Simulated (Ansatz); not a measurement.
**What LiY (built on the sites of a database entry of LiIn) distorts into**

Which phase does LiY (built on the sites of a database entry of LiIn) fall into along its unstable mode, and how much energy does it gain?

Main program and level: Ansatz 0.2.0; DFT PBEsol, scalar-relativistic, plane waves, PAW.

The structure was built from a prototype and need not be the compound's stable phase.

## Step 1: Set-up

The structure is cubic, space group Fd-3m (No. 227). The conventional cell has a = 7.388 Å, b = 7.388 Å, c = 7.388 Å, α = 90.00°, β = 90.00°, γ = 90.00°. Li has 4 Li at 3.20 Å and 4 Y at 3.20 Å nearest. Nearest to Y lie 4 Li at 3.20 Å and 4 Y at 3.20 Å. Farther neighbours are not listed.

## Step 2: Response at finite wavevector

The cell comes from relaxations at this level that are not shown. Stability and thermal properties need the whole zone. Linear response on a 4×4×4 q mesh gives force constants as far as a supercell of that size would.

input.yaml

```yaml
crystal:
  lattice:
    - [0.0, 3.6938399398, 3.6938399398]
    - [3.6938399398, 0.0, 3.6938399398]
    - [3.6938399398, 3.6938399398, 0.0]
  atoms:
    - { symbol: Li, position: [0.5, 0.5, 0.5] }
    - { symbol: Li, position: [0.75, 0.75, 0.75] }
    - { symbol: "Y", position: [0.0, 0.0, 0.0] }
    - { symbol: "Y", position: [0.25, 0.25, 0.25] }
kpoints:
  mp_grid: { grid: [12, 12, 12] }
hamiltonian:
  xc: pbesol
scf:
  occupations: { method: methfessel_paxton, width: 0.2 }
output:
  eigenvalues: true
phonons:
  method: dfpt
  qmesh: [4, 4, 4]
  temperatures: { t_max: 1000, t_step: 50 }
  qpath:
    path:
      - [[0.0, 0.0, 0.0], [0.5, 0.0, 0.5], [0.625, 0.25, 0.625]]
      - [[0.375, 0.375, 0.75], [0.0, 0.0, 0.0], [0.5, 0.5, 0.5], [0.5, 0.25, 0.75], [0.5, 0.0, 0.5]]
    npoints: 10
```

Started as:

```
$ ansatz run input.yaml --threads 4 --pin off --max-ram 14336MiB --backend cpu --events-out ev --progress --plain --runs-dir out
```

Numbers of over 12 decimals in the logs are rounded to 6 here.

The log of the run:

```text
Warning: phonons: the dynamical matrix that this run interpolates holds no multipole term above the dipole-dipole one, and a site of this crystal is no centre of inversion, so its interpolated transverse optical and acoustic branches and sound speeds can stay off near Gamma, and the density of states and the thermodynamics with them. What a run solves at a wave vector of phonons.qpoints, Gamma apart, where the deck admits one, is free of this, and under fd what a larger phonons.supercell samples
Engine: ansatz 0.2.0, aarch64-unknown-linux-gnu
Pseudopotentials: kind: paw
Pseudopotential: Li, paw, valence charge 3, recommended cutoff 420 eV (normal), Li.paw.azcp
Pseudopotential: Y, paw, valence charge 11, recommended cutoff 420 eV (normal), Y.paw.azcp
Functional definition: PBEsol
  exchange = pbesol_x
  correlation = pbesol_c
Crystal: 4 atoms, lattice volume = 100.801 Å³
Basis set: ecut = 420 eV, 1989 PW (Γ), exchange–correlation on 72×72×72 points (8 copies of the dense FFT grid, shifted against one another)
Bands: 18, of which v1, the nominal top of the filled ones, is band 14 counted from 1 (13 counted from 0)
Symmetry: 48 space group operations
k-points: 72 of 1728
Non-local potential: Li, projectors of the file, l = 0: 3, l = 1: 2, l = 2: 1
Non-local potential: Y, projectors of the file, l = 0: 3, l = 1: 2, l = 2: 2, l = 3: 1
PAW form: soft (Blöchl's): semilocal exchange-correlation on the pseudo side does not see the compensation charge
PAW frozen core: Y, regenerated for the run's functional, and the local potential with it (the file was generated under x = pbe(κ = 0.804, μ = 0.219515), c = pbe(β = 0.066725))
PAW one-centre angular grid: Li, 110 points (default); XC on 64 Gauss nodes
PAW one-centre angular grid: Y, 590 points (default); XC on 64 Gauss nodes
Initial density: superposition of atomic densities (neutral atoms: chi_scale 0, normalization atom), corrected by the library's trained network
Initial wavefunctions: pseudopotential atomic-orbital guess
Functional: x = pbesol(κ = 0.804, μ = 0.123457), c = pbesol(β = 0.046)
SCF iter   1: F=—  HF=-7994.904172 eV  |F-HF|=—  |Δ(HF+E_count)|=         —  Δρ=2.51e-3  dr2=6.39e-3  ethr=1.77e-3  ⟨swp⟩=5.0  Hψ=12291  notcnv=0
automatic band count: the SCF goes on with 22 bands, as 18 were too few: they end inside the smearing window of the response
preconditioner: auto → Kerker (q_TF=auto, 2.204 Å⁻¹)  [metal: Δε(μ)=0.008 eV  Ē_g=3.254 eV  σ=0.200 eV  W_gap=0.03  n_scr=14 (ndim 8)  ℏωp=10.5 eV  f_vac=0.000  D(μ)=3.24/eV (n_scr^D=26)]
SCF iter   2: F=—  HF=-7994.901462 eV  |F-HF|=—  |Δ(HF+E_count)|=   2.71e-3  S|Δr|=    0.00e0  Δρ=1.28e-3  dr2=1.49e-3  ethr=2.28e-5  ⟨swp⟩=2.0  Hψ=2664  notcnv=0
SCF iter   3: F=—  HF=-7994.901050 eV  |F-HF|=—  |Δ(HF+E_count)|=   4.12e-4  S|Δr|=    0.00e0  Δρ=2.27e-4  dr2=4.21e-5  ethr=5.32e-6  ⟨swp⟩=2.0  Hψ=2557  notcnv=0
SCF iter   4: F=—  HF=-7994.901053 eV  |F-HF|=—  |Δ(HF+E_count)|=   3.72e-6  S|Δr|=    0.00e0  Δρ=4.60e-5  dr2=2.70e-6  ethr=1.50e-7  ⟨swp⟩=2.3  Hψ=2104  notcnv=0
SCF iter   5: F=—  HF=-7994.901054 eV  |F-HF|=—  |Δ(HF+E_count)|=   6.24e-7  S|Δr|=    0.00e0  Δρ=1.40e-5  dr2=3.20e-7  ethr=9.63e-9  ⟨swp⟩=1.5  Hψ=1623  notcnv=0
SCF iter   6: F=—  HF=-7994.901054 eV  |F-HF|=—  |Δ(HF+E_count)|=   1.89e-8  S|Δr|=    0.00e0  Δρ=2.35e-6  dr2=6.34e-9  ethr=1.14e-9  ⟨swp⟩=2.0  Hψ=1839  notcnv=0
SCF iter   7: F=—  HF=-7994.901054 eV  |F-HF|=—  |Δ(HF+E_count)|=   1.03e-9  S|Δr|=    0.00e0  Δρ=6.26e-7  dr2=3.93e-10  ethr=2.26e-11  ⟨swp⟩=2.2  Hψ=2604  notcnv=0
SCF iter   8: F=—  HF=-7994.901054 eV  |F-HF|=—  |Δ(HF+E_count)|=  3.82e-11  S|Δr|=    0.00e0  Δρ=1.13e-7  dr2=1.36e-11  ethr=1.40e-12  ⟨swp⟩=2.3  Hψ=2488  notcnv=0
SCF iter   9: F=-7994.901054 eV  HF=-7994.901054 eV  |F-HF|=1.82e-12  |Δ(HF+E_count)|=  7.28e-12  S|Δr|=    0.00e0  Δρ=2.33e-8  dr2=2.83e-13  ethr=1.00e-12  ⟨swp⟩=7.0  Hψ=5634  notcnv=0
SCF 1 converged in 9 iterations: F = -7994.901054 eV  dr2 = 2.83e-13
  greatest PAW one-centre occupation: 1.000 electrons in one spin orbital (limit 2), on the Li atom at site 1 (counted from 0), in its partial waves of l = 0
Initial density: read from a saved state, or passed on in memory by an earlier SCF of this step, an earlier step, the calling program or the single point that the run made first
iter 1 solved again at ethr=4.88e-8 eV; its pass at ethr=3.10e-3 eV (dr2=1.37e-5 eV) is discarded
SCF iter   1: F=—  HF=-7994.901054 eV  |F-HF|=—  |Δ(HF+E_count)|=         —  Δρ=1.83e-7  dr2=4.19e-11  ethr=4.88e-8  ⟨swp⟩=4.2  Hψ=9702  notcnv=0
eigensolver tolerance schedule: the retry pair's looser diagonalisation over-reported the residual by 326225.85 of it (diagonalisation noise at an unbounded share of the residual, at the tolerance the schedule requests for it); recorded, not acted on — ethr = c·dr2/N_el stays at c = 1.0e-1
preconditioner: auto → Kerker (q_TF=auto, 2.204 Å⁻¹)  [metal: Δε(μ)=0.004 eV  Ē_g=2.023 eV  σ=0.200 eV  W_gap=0.02  n_scr=14 (ndim 8)  ℏωp=10.5 eV  f_vac=0.000  D(μ)=3.28/eV (n_scr^D=26)]
SCF iter   2: F=—  HF=-7994.901054 eV  |F-HF|=—  |Δ(HF+E_count)|=   1.58e-7  S|Δr|=    0.00e0  Δρ=9.29e-8  dr2=9.68e-12  ethr=1.00e-12  ⟨swp⟩=1.9  Hψ=4902  notcnv=0
SCF iter   3: F=-7994.901054 eV  HF=-7994.901054 eV  |F-HF|=4.55e-12  |Δ(HF+E_count)|=  9.09e-13  S|Δr|=    0.00e0  Δρ=6.25e-8  dr2=4.22e-12  ethr=1.00e-12  ⟨swp⟩=1.0  Hψ=2880  notcnv=0
SCF 2 converged in 3 iterations: F = -7994.901054 eV  dr2 = 4.22e-12
phonons: the bands overlap, so this run is a metal and interpolates without the dipole-dipole term. If the crystal is really an insulator or semiconductor, its LO-TO splitting is missing
NSCF: frozen V_eff on 72 k-points
NSCF: frozen V_eff on 163 k-points
DFPT response loops at q = (0, 0, 0) (fractional): preconditioner auto → Kerker (q_TF=auto, 2.204 Å⁻¹) (partly filled bands, converged f_vac=0.000); β = 1.00, the filter's whole step (`scf.mixing.beta` (0.50) is not read by the response loops under this deck's `scf.mixing.preconditioner`; to damp them name `kerker` or `kerker_dos`, under which they read `scf.mixing.beta`, and type it under 1.00, their step now; both keys bind the ground state too); Broyden in place of MSR1
NSCF: frozen V_eff on 1872 k-points
DFPT response loops at q = (0, 0, 0.25) (fractional): mixed as the last ones told, above
NSCF: frozen V_eff on 952 k-points
DFPT response loops at q = (0, 0, -0.5) (fractional): mixed as the last ones told, above
NSCF: frozen V_eff on 1020 k-points
DFPT response loops at q = (0, 0.25, 0.25) (fractional): mixed as the last ones told, above
NSCF: frozen V_eff on 3456 k-points
DFPT response loops at q = (0, 0.25, -0.5) (fractional): mixed as the last ones told, above
NSCF: frozen V_eff on 1872 k-points
DFPT response loops at q = (0, 0.25, -0.25) (fractional): mixed as the last ones told, above
NSCF: frozen V_eff on 560 k-points
DFPT response loops at q = (0, -0.5, -0.5) (fractional): mixed as the last ones told, above
NSCF: frozen V_eff on 1020 k-points
DFPT response loops at q = (0.25, -0.5, -0.25) (fractional): mixed as the last ones told, above
SCF converged after 9 iterations
Stability not checked: this state was not tested for a lower state beside it, because cold or Methfessel-Paxton smearing, or corrected tetrahedra, fill the levels in a way that the test cannot read (fill_not_monotonic; see scf.lower_state_search)
Free energy (F): -7994.901054 eV
Harris-Foulkes:  -7994.901054 eV  (|F-HF|=1.82e-12)
Internal energy: -7994.903718 eV  (E = F + TS)
E sigma→0 (E₀):  -7994.901720 eV
Entropy (-TS):   0.002664 eV (0.666 meV/atom)
Fermi energy:    6.448230 eV
--- Per-component energies (eV) ---
  E_band       = -456.485966
  E_kinetic    = 652.966745
  E_local      = -1664.762864  (includes V_loc(G=0)·N_el)
  E_nonlocal   = 38.289028
  E_hartree    = 535.580346
  E_xc         = -362.623329
  E_vxc        = -421.225507  (∫ρ·V_xc dr)
  E_paw        = -5586.347172  (= ΣΔE_a)
  E_vpaw       = -132.914085  (= ΣTr[D̂ρ^β])
  E_aug_tail   = 0.000035  (compensation charges beyond the density's cutoff)
  E_ewald      = -1608.304053
  E_core_change = 0.297546  (= ΣΔE_core)
  E_smearing   = 0.002664  (= −TS)
  E_closure    = -0.000000  (closes the sum)
  Σ components = -7994.901054   (vs F -7994.901054, Δ=0.00e0)
--- Band table (eV; the first three rows and the last of 72) ---
  k-point 0: bands = [... 10 lower, 2.2126, 6.3890, 6.3890, 6.4782, 6.4782, 6.4782, 7.4200, 7.4200, ... 4 higher]
  k-point 1: bands = [... 10 lower, 2.2773, 6.1920, 6.1920, 6.4703, 6.7195, 6.7195, 7.2618, 7.4122, ... 4 higher]
  k-point 2: bands = [... 10 lower, 2.4668, 6.0139, 6.0139, 6.3962, 6.9325, 6.9887, 6.9887, 7.4292, ... 4 higher]
  k-point 71: bands = [... 10 lower, 4.9850, 4.9850, 5.3003, 5.3003, 6.8723, 6.8723, 7.4721, 7.4721, ... 4 higher]
--- Phonons (Γ-DFPT): 2 representative perturbations + reference (Σ response iterations 6) ---
  ASR residual: 2.957e-5 → 0.000e0 eV/Å²; symmetrization residual: 7.045e-7 eV/Å²
  ASR residual per site (eV/Å²): 3.17e-6 3.17e-6 2.96e-5 2.96e-5
  Γ frequencies (cm⁻¹): 0.00 0.00 0.00 105.09 105.09 105.09 241.64 241.64 241.64 301.73 301.73 301.73
--- Phonons (arbitrary-q DFPT): 8 irreducible q on the 4×4×4 mesh ---
  q = [0.0000, 0.0000, 0.0000] (star 1, of the zone-centre solve; hermiticity 4.69e-7, symmetrization 1.33e-13): -0.00 0.00 0.00 105.09 105.09 105.09 241.64 241.64 241.64 301.73 301.73 301.73
  q = [0.0000, 0.0000, 0.2500] (star 8, 2 solved perturbations on 936 of 1728 k-point pairs; hermiticity 6.43e-7, symmetrization 3.25e-13): 21.93 21.93 32.10 97.18 103.55 103.55 250.66 250.66 264.51 292.63 299.17 299.17
  q = [0.0000, 0.0000, -0.5000] (star 4, 2 solved perturbations on 476 of 1728 k-point pairs; hermiticity 1.03e-5, symmetrization 6.18e-6): 6.37 28.10 28.10 99.78 104.89 104.89 261.97 261.97 278.60 288.75 294.15 294.15
  q = [0.0000, 0.2500, 0.2500] (star 6, 4 solved perturbations in 1608 linear systems a pass and spin channel, the states on 510 of 1728 k-point pairs; hermiticity 4.87e-7, symmetrization 2.72e-13): -22.14 -22.14 51.16 90.34 99.52 99.52 254.87 254.87 269.00 292.41 292.54 292.54
  q = [0.0000, 0.2500, -0.5000] (star 24, 4 solved perturbations in 5328 linear systems a pass and spin channel, the states on 1728 of 1728 k-point pairs; hermiticity 5.06e-7, symmetrization 6.40e-8): -44.65 -42.61 39.21 81.09 110.54 115.29 261.32 262.36 275.12 280.72 288.36 292.48
  q = [0.0000, 0.2500, -0.2500] (star 12, 4 solved perturbations in 2892 linear systems a pass and spin channel, the states on 936 of 1728 k-point pairs; hermiticity 3.62e-7, symmetrization 1.61e-13): -30.70 -27.48 21.08 86.33 111.22 115.61 259.02 259.15 272.16 284.76 295.07 296.57
  q = [0.0000, -0.5000, -0.5000] (star 3, 4 solved perturbations in 886 linear systems a pass and spin channel, the states on 280 of 1728 k-point pairs; hermiticity 2.93e-7, symmetrization 2.34e-7): -60.60 -60.60 72.69 72.69 116.40 116.40 264.23 264.23 279.02 279.02 280.17 280.17
  q = [0.2500, -0.5000, -0.2500] (star 6, 4 solved perturbations in 1544 linear systems a pass and spin channel, the states on 510 of 1728 k-point pairs; hermiticity 7.50e-6, symmetrization 2.45e-6): -49.66 -49.66 57.01 57.01 118.65 118.65 268.48 268.48 272.45 272.45 289.62 289.62
  sum rule: each row above includes the acoustic sum rule's correction from the zone centre's row sums; it moved no ω² by more than (0.35 cm⁻¹)²
  mesh force constants: q→R imaginary residual 4.45e-18; ASR residual 2.957e-5 → 0.000e0 eV/Å²; symmetrization residual 2.887e-15 eV/Å²
  interpolated dispersion: 62 rows × 12 modes
  density of states and harmonic sums: on the 16×16×16 q-mesh, interpolated from the force constants of a 4×4×4 supercell (no non-analytic term)
  largest difference from the sums on the solved wave vectors: F 4.26e-3 eV, S 5.48e-6 and C_V 6.93e-7 eV/K
  zero-point energy: 0.124614 eV/cell   skipped modes (ω ≤ 0): 222, of them read as no rigid motion or as one in doubt: 219 (1.648e0 modes/cell left out, lowest -60.60 cm⁻¹)   left out of the sums: 1.37e-1 of the cell's modes: C_V's classical limit lies that fraction below 3 k_B per atom; for a crystal, a wire or a layer, F and S can be off by more, and a phonons.interpolated_qmesh denser along its periods is the remedy for the sampling
```

The job ended after 14 min (4 threads of Arm Neoverse V1, shared host; peak memory 6.9 GiB).

The column dr2 measures how far the density is from self-consistency, as an energy; F and HF (Harris–Foulkes) agree once it is small.

This step gave:

```
volume per atom                                         : 25.20 Å³
gap on the k-mesh                                       : 0 eV
sum-rule residual before enforcement                    : 2.96e-5 eV/Å²
lowest frequency on the path                            : -60.60 cm⁻¹
point group                                             : m-3m
highest frequency on the path or at a solved wavevector : 301.7 cm⁻¹
highest optical mode at the zone centre (no LO-TO term) : 301.7 cm⁻¹
lowest optical zone-centre mode                         : 105.1 cm⁻¹
lowest mode on the q mesh (acoustic modes at Γ apart)   : -60.6 cm⁻¹
```

Frequencies (cm⁻¹) solved at each irreducible wavevector; negative means imaginary. Frequencies by wavevector, by row:

```csv
q in reciprocal lattice units,star,mode 1,mode 2,mode 3,mode 4,mode 10,mode 11,mode 12
0 0 0,1,0,0,0,105.1,301.7,301.7,301.7
0 0 0.25,8,21.9,21.9,32.1,97.2,292.6,299.2,299.2
0 0 -0.5,4,6.4,28.1,28.1,99.8,288.8,294.1,294.1
0 0.25 0.25,6,-22.1,-22.1,51.2,90.3,292.4,292.5,292.5
0 0.25 -0.5,24,-44.6,-42.6,39.2,81.1,280.7,288.4,292.5
0 0.25 -0.25,12,-30.7,-27.5,21.1,86.3,284.8,295.1,296.6
0 -0.5 -0.5,3,-60.6,-60.6,72.7,72.7,279,280.2,280.2
0.25 -0.5 -0.25,6,-49.7,-49.7,57,57,272.4,289.6,289.6
```

Interpolated from a 4×4×4 q mesh. Phonon branches along the path, in cm⁻¹:

```
    point  branch 1  branch 2  branch 3  branch 4  branch 9  branch 10  branch 11  branch 12
        Γ         0         0         0       105       242        302        302        302
  halfway       -22       -22        51        90       269        292        292        292
        X       -61       -61        73        73       279        279        280        280
  halfway       -59       -58        64        73       275        278        282        285
        U       -52       -51        46        74       272        276        286        290
jump to K       -52       -51        46        74       272        276        286        290
  halfway       -14        -9        35        89       270        289        296        300
        Γ         0         0         0       105       242        302        302        302
  halfway        22        22        32        97       264        293        299        299
        L         6        28        28       100       279        289        294        294
  halfway       -37       -35        26        82       276        280        292        294
        W       -50       -50        57        57       272        272        290        290
  halfway       -56       -56        65        65       275        275        286        286
        X       -61       -61        73        73       279        279        280        280
```

Symmetry leaves 8 wavevectors to solve. The lowest mode among them, the acoustic zeros apart, lies at q = (0, -0.5, -0.5) and is imaginary, 60.6i cm⁻¹, so the energy falls along it.

## Step 3: The mode frozen in, largest atomic shift 0 Å

The mode followed lies at q = (0, -0.5, -0.5) with frequency 60.6i cm⁻¹ and is 2-fold degenerate, the softest among the wavevectors solved. At small amplitude the distorted cell has space group no. 62 by a symmetry search on the positions. The undistorted cell that holds it gives the zero of energy on the same k mesh.

System of this step: LiY (built on the sites of a database entry of LiIn). Symmetry: Fd-3m, No. 227, cubic system. Conventional cell: a = 7.388 Å, b = 7.388 Å, c = 7.388 Å, α = 90.00°, β = 90.00°, γ = 90.00°. Nearest to Li lie 4 Li at 3.20 Å and 4 Y at 3.20 Å. Y has 4 Li at 3.20 Å and 4 Y at 3.20 Å nearest. Farther neighbours are not listed.

input.yaml

```yaml
crystal:
  lattice:
    - [0.0, -3.6938399398, -3.6938399398]
    - [0.0, 3.6938399398, -3.6938399398]
    - [7.3876798796, 0.0, 0.0]
  atoms:
    - { symbol: Li, position: [0.5, 0.5, 0.0] }
    - { symbol: Li, position: [0.0, 0.0, 0.5] }
    - { symbol: Li, position: [0.0, 0.5, 0.25] }
    - { symbol: Li, position: [0.5, 0.0, 0.75] }
    - { symbol: "Y", position: [0.5, 0.5, 0.5] }
    - { symbol: "Y", position: [0.0, 1.0, 0.0] }
    - { symbol: "Y", position: [0.0, 0.5, 0.75] }
    - { symbol: "Y", position: [0.5, 0.0, 0.25] }
kpoints:
  mp_grid: { grid: [8, 8, 6] }
hamiltonian:
  xc: pbesol
scf:
  occupations: { method: methfessel_paxton, width: 0.2 }
output:
  forces: true
  stress: true
  eigenvalues: true
```

The log of the run:

```text
[...]
Crystal: 8 atoms, lattice volume = 201.602 Å³
Basis set: ecut = 420 eV, 3953 PW (Γ), exchange–correlation on 72×72×100 points (8 copies of the dense FFT grid, shifted against one another)
Bands: 36, of which v1, the nominal top of the filled ones, is band 28 counted from 1 (27 counted from 0)
Symmetry: 32 space group operations
[...]
k-points: 60 of 384
[...]
k-point 0: bands = [... 24 lower, 5.7343, 6.3892, 6.3892, 6.4783, 6.4783, 6.4784, 6.8844, 6.8844, ... 4 higher]
  k-point 1: bands = [... 24 lower, 6.0013, 6.1781, 6.4461, 6.5235, 6.5235, 6.8329, 6.9141, 6.9141, ... 4 higher]
  k-point 2: bands = [... 24 lower, 6.0402, 6.6153, 6.6565, 6.6565, 6.7512, 6.8914, 6.9968, 6.9968, ... 4 higher]
  k-point 59: bands = [... 24 lower, 5.3004, 5.3004, 5.3004, 5.3004, 6.8724, 6.8724, 6.8724, 6.8724, ... 4 higher]
[key lines of the parts left out:]
SCF converged after 6 iterations
Free energy (F): -15989.801697 eV
Fermi energy:    6.449092 eV
P = ⅓ Tr σ = -0.0041 GPa (-0.041 kbar)
```

Elapsed: 6.4 s, on 4 threads; peak memory 0.69 GiB; 24 s of CPU time.

Numbers from this step:

```
pressure                         : -0.004097 GPa
energy from the undistorted cell : 0 meV/atom
```

The run ends at a pressure of 0.00 GPa.

[end of part 1 of 3]

[Logs are printed without paths, hosts, clocks, repeated set-up lines and the standing remarks that a program may print on its own settings, such as how far it seeks lower states.]

[Hosts, paths, dates, database ids (printed as entryN), source tags and the programs' standing remarks are cut or masked in the printed files.]
